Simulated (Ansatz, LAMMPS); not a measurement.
**Aqueous Sr2+ and triflate, 2.9 mol of salt per kg of water at 280 K (74 atoms): support functions against a reference**

Aim: test how closely localised support functions follow the reference on aqueous Sr2+ and triflate, 2.9 mol of salt per kg of water at 280 K (74 atoms), and at what cost. A setting counts as converged where the r.m.s. difference of forces stays under 1 % of the r.m.s. force.

Method: Kohn-Sham DFT, PBE+D4, PAW (set soft_2), plane waves, in Ansatz 0.2.0.

Most raw output is cut from this account.

## (1) The starting structure

The cell holds 74 atoms: 25 O, 2 S, 2 C, 6 F, 38 H and 1 Sr. Cell: a = 9.255 Å, b = 9.255 Å, c = 9.255 Å, α = 90.0°, β = 90.0°, γ = 90.0°. 19 H2O, 1 Sr2+, 2 triflate placed at random, at 1.52 g/cm³; overlaps pushed apart, then 10 ps at 420 K with divalent ions of Li, Roberts, Chakravorty and Merz (J. Chem. Theory Comput. 9, 2733 (2013)); MMFF94 bonds, angles, torsions, charges and radii (Halgren, J. Comput. Chem. 17, 490 (1996)) in harmonic and 12-6 forms; SPC/E water (Berendsen, Grigera and Straatsma, J. Phys. Chem. 91, 6269 (1987)). Snapshot after 20 ps at 280 K and fixed volume.

What the set-up can't give: The network of contacts between molecules at the start is that of the classical potential that made the cell, and needn't be the one that DFT or experiment would give. The density was typed from a rule of thumb and may lie off the real one at this temperature. Sampling is at Γ alone, for a cell whose shortest periodic width is 9 Å.

## (2) Making the structure

A classical potential makes the cell, at a small fraction of what the same run would cost in DFT.

This step: classical MD, divalent ions of Li, Roberts, Chakravorty and Merz (J. Chem. Theory Comput. 9, 2733 (2013)); MMFF94 bonds, angles, torsions, charges and radii (Halgren, J. Comput. Chem. 17, 490 (1996)) in harmonic and 12-6 forms; SPC/E water (Berendsen, Grigera and Straatsma, J. Phys. Chem. 91, 6269 (1987)) (LAMMPS 22 Jul 2025 - Update 4).

Input file in.lmp:

```
# aqueous Sr2+ and triflate, 2.9 mol of salt per kg of water
units real
atom_style full
boundary p p p
bond_style harmonic
angle_style harmonic
dihedral_style opls
improper_style harmonic
special_bonds lj 0 0 0.5 coul 0 0 0.75
read_data data.lmp
neigh_modify delay 0 every 1 check yes one 4000
comm_modify cutoff 12.0
timestep 0.5
thermo_style custom step time temp pe press density
thermo_modify norm yes
# push overlapping molecules apart
pair_style soft 2.6
pair_coeff * * 0.0
variable a equal ramp(1,60)
fix ad all adapt 1 pair soft a * * v_a
velocity all create 420 369624 mom yes dist gaussian
fix lim all nve/limit 0.03
fix lan all langevin 420 420 50 369625 zero yes
thermo 1000
run 3000 post no
unfix ad
pair_style lj/cut/coul/long 8.3
pair_modify mix arithmetic tail yes
pair_coeff 1 1 0.0763 3.0960   # O
pair_coeff 2 2 0.2681 3.4180   # S
pair_coeff 3 3 0.0678 3.3680   # C
pair_coeff 4 4 0.0801 2.5590   # F
pair_coeff 5 5 0.1553 3.1660   # O
pair_coeff 6 6 0.0000 1.0000   # H
# [... 20 lines left out ...]
compute msd all msd com yes
thermo 5000
fix md all nvt temp 280 280 100
run 20000 post no
print "== T280: mean square displacement over the hold $(c_msd[4]:%.2f) A^2"
unfix md
uncompute msd
write_dump all custom T280.dump id type xs ys zs modify sort id
```

Command:

```sh
$ lmp -in in.lmp -log none -nocite
```

Wall time 24 s (1 thread of Intel Xeon Platinum 8175M at 2.50GHz (Skylake/Cascade Lake), shared host); peak memory 0.12 GiB.

The input also reads data.lmp (atoms, bonds and types; not printed here).

## (3) Plane-wave single point

The first run uses the default basis; a harder plane-wave run follows as the reference for the support functions.

Input file input.yaml:

```yaml
crystal:
  lattice:
    - [9.255, 0.0, 0.0]
    - [0.0, 9.255, 0.0]
    - [0.0, 0.0, 9.255]
  atoms:
    - { symbol: O, position: [0.1492, 0.35188, 0.84619] }
    - { symbol: S, position: [0.26224, 0.3916, 0.74506] }
    - { symbol: O, position: [0.39297, 0.30986, 0.77674] }
    - { symbol: O, position: [0.20875, 0.37409, 0.59729] }
    - { symbol: C, position: [0.30063, 0.59072, 0.78412] }
    - { symbol: F, position: [0.36957, 0.6549, 0.67291] }
    - { symbol: F, position: [0.38544, 0.61532, 0.90201] }
    - { symbol: F, position: [0.17398, 0.67064, 0.80171] }
[... 62 atom lines left out ...]
    - { symbol: O, position: [0.30546, 0.89274, 0.99179] }
    - { symbol: H, position: [0.40549, 0.92228, 0.96358] }
    - { symbol: H, position: [0.23404, 0.93983, 0.92578] }
    - { symbol: Sr, position: [0.12008, 0.22334, 0.38529] }
kpoints:
  mp_grid: { grid: [1, 1, 1] }
hamiltonian:
  xc: pbe
  dispersion: d4
scf:
  occupations: { method: fixed }
output:
  forces: true
  stress: true
  populations: true
  dos:
    method: { smearing: { sigma: 0.08 } }
    de: 0.1
    projected: { site_lists: { C: [C], F: [F], H: [H], O: [O], S: [S] } }
  eigenvalues: true
  write_density: true
  write_potential: true
  volumetric_format: npy
```

Command:

```sh
$ ansatz run input.yaml --threads 8 --pin off --max-ram 15872MiB --backend cpu --events-out ev --progress --plain --runs-dir out
```

Elapsed: 11 s, on 8 threads of Intel Xeon Platinum 8175M at 2.50GHz (Skylake/Cascade Lake), shared host; peak memory 0.97 GiB.

Numbers from this run:

```yaml
free_energy: -25496.4636 eV
free_energy_per_atom: -344.5468 eV/atom
scf_cycles: 9
pressure: -1.899 GPa
r_m_s_force_component: 0.7397 eV/Å
longest_force: 3.924 eV/Å
fermi_energy: -0.6959 eV
spacing_of_highest_filled_and_lowest_empty_level: 4.518 eV
spilling_of_the_projection: 0.01239
```

The r.m.s. force component of 0.74 eV/Å sets the scale for the differences below.

## (4) Plane waves at 750 eV (750 eV)

The grid of the support functions holds more waves than the default cutoff, so they are judged against a harder plane-wave run.

input.yaml, the sections that differ from step 3:

```yaml
output:
  forces: true
  eigenvalues: true
basis:
  ecutwfc: "750 eV"
# crystal, kpoints, hamiltonian, scf: as in step 3
```

It took 7.1 s on 8 threads; peak memory 1.8 GiB; 48 s of CPU time.

Forces differ from the reference by 9.2 meV/Å r.m.s., 1.2 % of their size, over a tolerance of 1 %; the energy by -5.2 meV/atom. This is the tighter run, so the reference isn't converged in this setting (nor is this run shown to be).

## (5) Support functions medium

With localised support functions most steps grow linearly with size, though the diagonalisation grows faster unless the density matrix is cut; this run measures error and cost at this size. Besides, the program derives a nominal cutoff of 631 eV for this run, against the reference's 750.

This step: Kohn-Sham DFT, PBE+D4, PAW (set soft_2), localised support functions (medium) (Ansatz 0.2.0).

input.yaml, the sections that differ from step 4:

```yaml
scf:
  occupations: { method: fixed }
  eigensolver: { kind: { support_functions: { accuracy: medium } } }
  max_iter: 150
# crystal, kpoints, hamiltonian, output: as in step 4
# basis: removed
```

It took 51 s on 8 threads; peak memory 2.5 GiB; 6 min of CPU time.

The program notes that the band table was not solved further than the SCF left it and it switched symmetry off.

Keys that differ from the reference: basis.ecutwfc removed, support_functions.accuracy = "medium" and scf.max_iter = 150.

Forces differ from the reference by 1.8 meV/Å r.m.s., 0.24 % of their size, well within a tolerance of 1 %; the energy by -0.89 meV/atom. It took 7.1 times the reference's time (shared host, so rough).

## (6) Support functions low

With localised support functions most steps grow linearly with size, though the diagonalisation grows faster unless the density matrix is cut; this run measures error and cost at this size. Besides, the program derives a nominal cutoff of 420 eV for this run, against the reference's 750.

This step: Kohn-Sham DFT, PBE+D4, PAW (set soft_2), localised support functions (low) (Ansatz 0.2.0).

input.yaml, the sections that differ from step 5:

```yaml
scf:
  occupations: { method: fixed }
  eigensolver: { kind: { support_functions: { accuracy: low } } }
  max_iter: 150
# crystal, kpoints, hamiltonian, output: as in step 5
```

The job ended after 43 s (8 threads; peak memory 2.3 GiB).

Keys that differ from the reference: basis.ecutwfc removed, support_functions.accuracy = "low" and scf.max_iter = 150.

Forces differ from the reference by 1.9 meV/Å r.m.s., 0.25 % of their size, well within a tolerance of 1 %; the energy by -0.88 meV/atom. It took 6.0 times the reference's time (shared host, so rough).

## (7) Support functions high

With localised support functions most steps grow linearly with size, though the diagonalisation grows faster unless the density matrix is cut; this run measures error and cost at this size. Besides, the program derives a nominal cutoff of 795 eV for this run, against the reference's 750.

This step: Kohn-Sham DFT, PBE+D4, PAW (set soft_2), localised support functions (high) (Ansatz 0.2.0).

input.yaml, the sections that differ from step 6:

```yaml
scf:
  occupations: { method: fixed }
  eigensolver: { kind: { support_functions: { accuracy: high } } }
  max_iter: 150
# crystal, kpoints, hamiltonian, output: as in step 6
```

It took 4.5 min on 8 threads; peak memory 8.5 GiB.

Keys that differ from the reference: basis.ecutwfc removed, support_functions.accuracy = "high" and scf.max_iter = 150.

Forces differ from the reference by 1.7 meV/Å r.m.s., 0.23 % of their size, well within a tolerance of 1 %; the energy by -0.97 meV/atom. It took 38 times the reference's time (shared host, so rough).

## (8) Support functions medium, radius 3.35 Å

The radius confines each support function; a larger one gives more freedom and more work per atom. Besides, the program derives a nominal cutoff of 631 eV for this run, against the reference's 750.

This step: Kohn-Sham DFT, PBE+D4, PAW (set soft_2), localised support functions (medium) (Ansatz 0.2.0).

input.yaml, the sections that differ from step 7:

```yaml
scf:
  occupations: { method: fixed }
  eigensolver: { kind: { support_functions: { accuracy: medium, radius: 3.35 } } }
  max_iter: 150
# crystal, kpoints, hamiltonian, output: as in step 7
```

Run time: 49 s. Hardware: 8 threads; peak memory 2.4 GiB.

Keys that differ from the reference: basis.ecutwfc removed, support_functions.accuracy = "medium", support_functions.radius = 3.35 and scf.max_iter = 150.

Forces differ from the reference by 1.8 meV/Å r.m.s., 0.24 % of their size, well within a tolerance of 1 %; the energy by -0.89 meV/atom. It took 6.9 times the reference's time (shared host, so rough).

## (9) Support functions medium, radius 3.62 Å

input.yaml, the sections that differ from step 8:

```yaml
scf:
  occupations: { method: fixed }
  eigensolver: { kind: { support_functions: { accuracy: medium, radius: 3.62 } } }
  max_iter: 150
# crystal, kpoints, hamiltonian, output: as in step 8
```

The job ended after 51 s (8 threads; peak memory 2.6 GiB; 6.1 min of CPU time).

Keys that differ from the reference: basis.ecutwfc removed, support_functions.accuracy = "medium", support_functions.radius = 3.62 and scf.max_iter = 150.

Forces differ from the reference by 1.7 meV/Å r.m.s., 0.23 % of their size, well within a tolerance of 1 %; the energy by -0.89 meV/atom. It took 7.2 times the reference's time (shared host, so rough).

## (10) Support functions medium, radius 3.87 Å

input.yaml, the sections that differ from step 9:

```yaml
scf:
  occupations: { method: fixed }
  eigensolver: { kind: { support_functions: { accuracy: medium, radius: 3.87 } } }
  max_iter: 150
# crystal, kpoints, hamiltonian, output: as in step 9
```

Wall time 62 s (8 threads); peak memory 2.9 GiB; 7.6 min of CPU time.

Keys that differ from the reference: basis.ecutwfc removed, support_functions.accuracy = "medium", support_functions.radius = 3.87 and scf.max_iter = 150.

Forces differ from the reference by 1.7 meV/Å r.m.s., 0.23 % of their size, well within a tolerance of 1 %; the energy by -0.89 meV/atom. It took 8.7 times the reference's time (shared host, so rough).

## (11) Support functions medium, radius 4.14 Å

input.yaml, the sections that differ from step 10:

```yaml
scf:
  occupations: { method: fixed }
  eigensolver: { kind: { support_functions: { accuracy: medium, radius: 4.14 } } }
  max_iter: 150
# crystal, kpoints, hamiltonian, output: as in step 10
```

It took 71 s on 8 threads; peak memory 3.2 GiB.

Keys that differ from the reference: basis.ecutwfc removed, support_functions.accuracy = "medium", support_functions.radius = 4.14 and scf.max_iter = 150.

Forces differ from the reference by 1.7 meV/Å r.m.s., 0.23 % of their size, well within a tolerance of 1 %; the energy by -0.89 meV/atom. It took 10 times the reference's time (shared host, so rough).

## (12) Support functions medium, radius 4.66 Å

input.yaml, the sections that differ from step 11:

```yaml
scf:
  occupations: { method: fixed }
  eigensolver: { kind: { support_functions: { accuracy: medium, radius: 4.66 } } }
  max_iter: 150
# crystal, kpoints, hamiltonian, output: as in step 11
```

Elapsed: 1.7 min, on 8 threads; peak memory 4.1 GiB.

Keys that differ from the reference: basis.ecutwfc removed, support_functions.accuracy = "medium", support_functions.radius = 4.66 and scf.max_iter = 150.

Forces differ from the reference by 1.7 meV/Å r.m.s., 0.23 % of their size, well within a tolerance of 1 %; the energy by -0.89 meV/atom. It took 14 times the reference's time (shared host, so rough).

## (13) Support functions medium, radius 5.18 Å

input.yaml, the sections that differ from step 12:

```yaml
scf:
  occupations: { method: fixed }
  eigensolver: { kind: { support_functions: { accuracy: medium, radius: 5.18 } } }
  max_iter: 150
# crystal, kpoints, hamiltonian, output: as in step 12
```

The job ended after 2.7 min (8 threads; peak memory 5.2 GiB; 21 min of CPU time).

Keys that differ from the reference: basis.ecutwfc removed, support_functions.accuracy = "medium", support_functions.radius = 5.18 and scf.max_iter = 150.

Forces differ from the reference by 1.8 meV/Å r.m.s., 0.24 % of their size, well within a tolerance of 1 %; the energy by -0.89 meV/atom. It took 23 times the reference's time (shared host, so rough).

## (14) What each setting buys

Each row is set against the plane-wave reference (Kohn-Sham DFT, PBE+D4, PAW (set soft_2), plane waves; r.m.s. force component 0.740 eV/Å). Energies are set beside the reference only for runs with its functional, potentials and electron count. Times are for 8 threads of Intel Xeon Platinum 8175M at 2.50GHz (Skylake/Cascade Lake), shared host. The reference's time includes the DOS, the stress and grids, which some other runs skip.

| run | Δ force, r.m.s. (meV/Å) | share of r.m.s. force (%) | Δ energy (meV/atom) | Δ gap (eV) | cycles | time | host memory (GiB) |
| --- | --- | --- | --- | --- | --- | --- | --- |
| reference | - | - | - | - | 9 | 11 s | 0.97 |
| plane waves at 750 eV (750 eV) | 9.23 | 1.25 | -5.16 | 8.0e-4 | 9 | 7.1 s | 1.8 |

## (15) The ladder side by side

Differences are against the run with plane waves at 750 eV (Kohn-Sham DFT, PBE+D4, PAW (set soft_2), plane waves), whose r.m.s. force component is 0.745 eV/Å. Energies are set beside the reference only for runs with its functional, potentials and electron count. Times are for 8 threads of Intel Xeon Platinum 8175M at 2.50GHz (Skylake/Cascade Lake), shared host.

| run | Δ force, r.m.s. (meV/Å) | share of r.m.s. force (%) | Δ energy (meV/atom) | Δ gap (eV) | cycles | time | host memory (GiB) |
| --- | --- | --- | --- | --- | --- | --- | --- |
| reference | - | - | - | - | 9 | 7.1 s | 1.8 |
| support functions medium | 1.76 | 0.236 | -0.885 | 1.0e-4 | 15 | 51 s | 2.5 |
| support functions low | 1.88 | 0.252 | -0.884 | 5.0e-4 | 13 | 43 s | 2.3 |
| support functions high | 1.71 | 0.230 | -0.973 | 2.0e-4 | 20 | 4.5 min | 8.5 |
| support functions medium, radius 3.35 Å | 1.78 | 0.239 | -0.885 | 2.0e-4 | 15 | 49 s | 2.4 |
| support functions medium, radius 3.62 Å | 1.74 | 0.234 | -0.885 | 2.0e-4 | 15 | 51 s | 2.6 |
| support functions medium, radius 3.87 Å | 1.72 | 0.231 | -0.885 | 2.0e-4 | 15 | 62 s | 2.9 |
| support functions medium, radius 4.14 Å | 1.74 | 0.233 | -0.885 | 2.0e-4 | 15 | 71 s | 3.2 |
| support functions medium, radius 4.66 Å | 1.75 | 0.234 | -0.885 | 2.0e-4 | 16 | 1.7 min | 4.1 |
| support functions medium, radius 5.18 Å | 1.77 | 0.237 | -0.885 | -1.0e-4 | 16 | 2.7 min | 5.2 |

[end of part 1 of 2]

[Logs are printed without paths, hosts, clocks, repeated set-up lines and the standing remarks that a program may print on its own settings, such as how far it seeks lower states.]

[Hosts, paths, dates, database ids (printed as entryN), source tags and the programs' standing remarks are cut or masked in the printed files.]

[The MMFF94 radii named for the starting cell were scaled by 0.96; in molecules described by MMFF94, hydrogen bound to N, O or S took a small fixed 12-6 site in their place.]
